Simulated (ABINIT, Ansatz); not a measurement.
# Bi2S2O (P4/nmm): one start, several treatments of the self-energy, part 2 of 2

Wanted: the gap of Bi2S2O (P4/nmm) under several approximations, with cost.

ABINIT 10.8.3; PBEsol and many-body steps on it, plane waves. Known limits of the many-body steps: not at the basis limit; no spin-orbit coupling; coarse k mesh.

So far. Step 5 (G0W0, Hybertsen-Louie plasmon pole): Against G0W0 in ABINIT (4×4×1 mesh, 209 bands, screening to 114.3 eV, Godby-Needs plasmon pole), the gap moves by +0.044 eV. Step 6 (G0W0, von der Linden-Horsch plasmon pole): Against G0W0 in ABINIT (4×4×1 mesh, 209 bands, screening to 114.3 eV, Godby-Needs plasmon pole), the gap moves by −0.009 eV.

### 7. One-shot COHSEX

This step: one-shot COHSEX on PBEsol, plane waves, norm-conserving pseudopotentials.

Contents of run.abi:

```
acell 3*1.0 Angstrom
rprim 
  3.954101390000 0.000000000000 0.000000000000
  0.000000000000 3.954101390000 0.000000000000
  0.000000000000 0.000000000000 14.050579580000
ntypat 3
znucl 83 16 8
natom 10
typat 1 1 1 1 2 2 2 2 3 3
xred 
  0.000000000000 0.500000000000 0.866495830000
  0.500000000000 0.000000000000 0.133504170000
  0.500000000000 0.000000000000 0.589093140000
  0.000000000000 0.500000000000 0.410906860000
  0.500000000000 0.000000000000 0.894313410000
  0.000000000000 0.500000000000 0.105686590000
  0.000000000000 0.500000000000 0.687487520000
  0.500000000000 0.000000000000 0.312512480000
  0.000000000000 0.000000000000 0.500000000000
  0.500000000000 0.500000000000 0.500000000000
pp_dirpath "pseudos"
pseudos "Bi.upf, S.upf, O.upf"
ecut 42
ngkpt 4 4 1
nshiftk 1
shiftk 0 0 0
kptopt 1
chksymbreak 0
istwfk *1
occopt 1
irdwfk 1
optdriver 4
nband 209
gwcalctyp 7
ecutsigx 42
symsigma 1
nkptgw 2
kptgw 
  0.5000000000 0.0000000000 0.0000000000
  0.0000000000 0.0000000000 0.0000000000
bdgw 
  63 66
  63 66
ecuteps 4.2
irdscr 1
indata_prefix "in"
outdata_prefix "out"
tmpdata_prefix "tmp"
```

On the command line:

```sh
OMP_NUM_THREADS=1 mpirun -n 8 abinit run.abi > log
```

Numbers of over 12 decimals in the logs are rounded to 6 here.

Log:

```text
.Version 10.8.3 of ABINIT. v10.8.2 released Aug 2026.

 Symmetries : space group P4/n m m (#129); Bravais tP (primitive tetrag.)
[... echo of the input left out ...]
== DATASET  1 ==================================================================
-   mpi_nproc: 8, omp_nthreads: 1 (-1 if OMP is not activated)

--- !DatasetInfo
iteration_state: {dtset: 1, }
dimensions: {natom: 10, nkpt: 6, mband: 209, nsppol: 1, nspinor: 1, nspden: 1, mpw: 19392, }
cutoff_energies: {ecut:  42.0, pawecutdg:  -1.0, }
[...]
Band     E0 <VxcDFT>   SigX SigC(E0)      Z dSigC/dE  Sig(E)    E-E0       E
[...]
65   8.043 -12.015  -8.200  -4.608   1.000   0.000 -12.808  -0.793   7.250
       66   8.788 -12.086  -8.078  -4.853   1.000   0.000 -12.931  -0.845   7.943

== END DATASET(S) ==============================================================
================================================================================

 -outvars: echo values of variables after computation  --------
           etotal      0.0000000000E+00
            nband         209
             nkpt           6
          spgroup         129
 [... the other variables as echoed above ...]

 Calculation completed.
```

Elapsed: 9.1 s, on 8 MPI ranks of AMD EPYC 9R45, shared host; peak memory 3.6 GiB; 71 s of CPU time.

This step gave:

| Item | Value |
| --- | --- |
| quasiparticle gap on the points computed | 1.601 eV |
| starting gap on the mesh | 0.9451 eV |
| k of the valence top | 0.5, 0, 0 |
| k of the conduction bottom | 0.5, 0, 0 |
| least direct quasiparticle gap on the computed points | 1.601 eV |

Against G0W0 in ABINIT (4×4×1 mesh, 209 bands, screening to 114.3 eV, Godby-Needs plasmon pole), the gap moves by +0.318 eV.

### 8. One-shot Hartree-Fock

This step: one-shot Hartree-Fock on PBEsol, plane waves, norm-conserving pseudopotentials.

run.abi, as its differences from that of step 7:

```diff
@@ -32,4 +32,4 @@
 optdriver 4
-nband 209
-gwcalctyp 7
+nband 68
+gwcalctyp 5
 ecutsigx 42
@@ -43,4 +43,4 @@
   63 66
-ecuteps 4.2
-irdscr 1
+ixc_sigma 40
+fftgw 31
 indata_prefix "in"
```

Log:

```text
.Version 10.8.3 of ABINIT. v10.8.2 released Aug 2026.

 Symmetries : space group P4/n m m (#129); Bravais tP (primitive tetrag.)
[... echo of the input left out ...]
== DATASET  1 ==================================================================
-   mpi_nproc: 8, omp_nthreads: 1 (-1 if OMP is not activated)

--- !DatasetInfo
iteration_state: {dtset: 1, }
dimensions: {natom: 10, nkpt: 6, mband: 68, nsppol: 1, nspinor: 1, nspden: 1, mpw: 19392, }
cutoff_energies: {ecut:  42.0, pawecutdg:  -1.0, }
[...]
Band     E0 <VxcDFT>   SigX SigC(E0)      Z dSigC/dE  Sig(E)    E-E0       E
[...]
65   8.043 -12.015  -8.200   0.000   1.000   0.000  -8.200   3.815  11.858
       66   8.788 -12.086  -8.078   0.000   1.000   0.000  -8.078   4.008  12.796

== END DATASET(S) ==============================================================
================================================================================

 -outvars: echo values of variables after computation  --------
           etotal      0.0000000000E+00
            nband          68
             nkpt           6
          spgroup         129
 [... the other variables as echoed above ...]

 Calculation completed.
```

The job ended after 8.2 s (8 MPI ranks; peak memory 3.5 GiB).

This step gave:

```yaml
quasiparticle_gap_on_the_points_computed: 5.374 eV
starting_gap_on_the_mesh: 0.9451 eV
k_of_the_valence_top: 0.5, 0, 0
k_of_the_conduction_bottom: 0.5, 0, 0
least_direct_quasiparticle_gap_on_the_computed_points: 5.374 eV
```

Against G0W0 in ABINIT (4×4×1 mesh, 209 bands, screening to 114.3 eV, Godby-Needs plasmon pole), the gap moves by +4.091 eV.

### 9. The runs together

Times are wall times on 8 MPI ranks of AMD EPYC 9R45, shared host, good to a factor of about two. A run's time includes the screening step that it read.

| run | mesh | bands | screening cutoff (eV) | DFT gap (eV) | gap on the mesh (eV) | direct (eV) | ε∞ used | time |
| --- | --- | --- | --- | --- | --- | --- | --- | --- |
| G0W0, Godby-Needs plasmon pole | 4×4×1 | 209 | 114.3 | 0.945 | 1.283 | 1.283 | 24.70 | 4.1 min |
| G0W0, Hybertsen-Louie plasmon pole | 4×4×1 | 209 | 114.3 | 0.945 | 1.327 | 1.327 | 24.70 | 4.1 min |
| G0W0, von der Linden-Horsch plasmon pole | 4×4×1 | 209 | 114.3 | 0.945 | 1.274 | 1.274 | 24.70 | 3.9 min |
| one-shot COHSEX | 4×4×1 | 209 | 114.3 | 0.945 | 1.601 | 1.601 | 24.70 | 3.8 min |
| one-shot Hartree-Fock | 4×4×1 | - | - | 0.945 | 5.374 | 5.374 | - | 8.2 s |

### 10. Results

- G0W0, Godby-Needs plasmon pole: 1.283 eV
- G0W0, Hybertsen-Louie plasmon pole: 1.327 eV
- G0W0, von der Linden-Horsch plasmon pole: 1.274 eV
- one-shot COHSEX: 1.601 eV
- one-shot Hartree-Fock: 5.374 eV
- known limits: not at the basis limit; no spin-orbit coupling; coarse k mesh

**Reading.** G0W0, Hybertsen-Louie plasmon pole: +0.044 eV against G0W0, Godby-Needs plasmon pole. G0W0, von der Linden-Horsch plasmon pole: −0.009 eV against G0W0, Godby-Needs plasmon pole. One-shot COHSEX: +0.318 eV against G0W0, Godby-Needs plasmon pole. One-shot Hartree-Fock: +4.091 eV against G0W0, Godby-Needs plasmon pole. Bare exchange alone opens the gap to 5.37 eV; against G0W0, correlation takes back 4.09 eV. Static COHSEX lies above G0W0: it lacks the factor Z and overstates the Coulomb hole of the filled states. Bands and cutoff are finite, so the gap is not at the basis limit. The miss can reach some tenths of an eV and take either sign; the mesh is an error of its own. In the G0W0 runs levels were corrected at 2 k points alone, so a gap called «on the mesh» is the least over those, and an edge elsewhere would be missed. The 4×4×1 mesh is coarse for this cell, which bears on the long-range parts of exchange and screening. Where an edge is built on 6p states of lead, bismuth or thallium, scalar-relativistic gaps usually stand too wide, by a few tenths to over one eV. The many-body steps are scalar-relativistic: spin-orbit coupling is not in them.

[Paths, hosts, dates, memory and timing lines, banners, echoed tables and standing remarks are left out of the program output.]

[Logs are printed without paths, hosts, clocks, repeated set-up lines and the standing remarks that a program may print on its own settings, such as how far it seeks lower states.]

[Runs of the session that timed out or met a known fault of the program may be left out.]

[Hosts, paths, dates, database ids (printed as entryN), source tags and the programs' standing remarks are cut or masked in the printed files.]

[G0W0 gaps are taken among the corrected bands and points alone; a level outside them can change the order at an edge.]

[Where Ansatz stands beside ABINIT at settings called matched, ABINIT's density can come from a denser mesh and the files from another edition; pairs whose starting gaps differed by over 0.03 eV were left out, so agreement reads better than it is.]
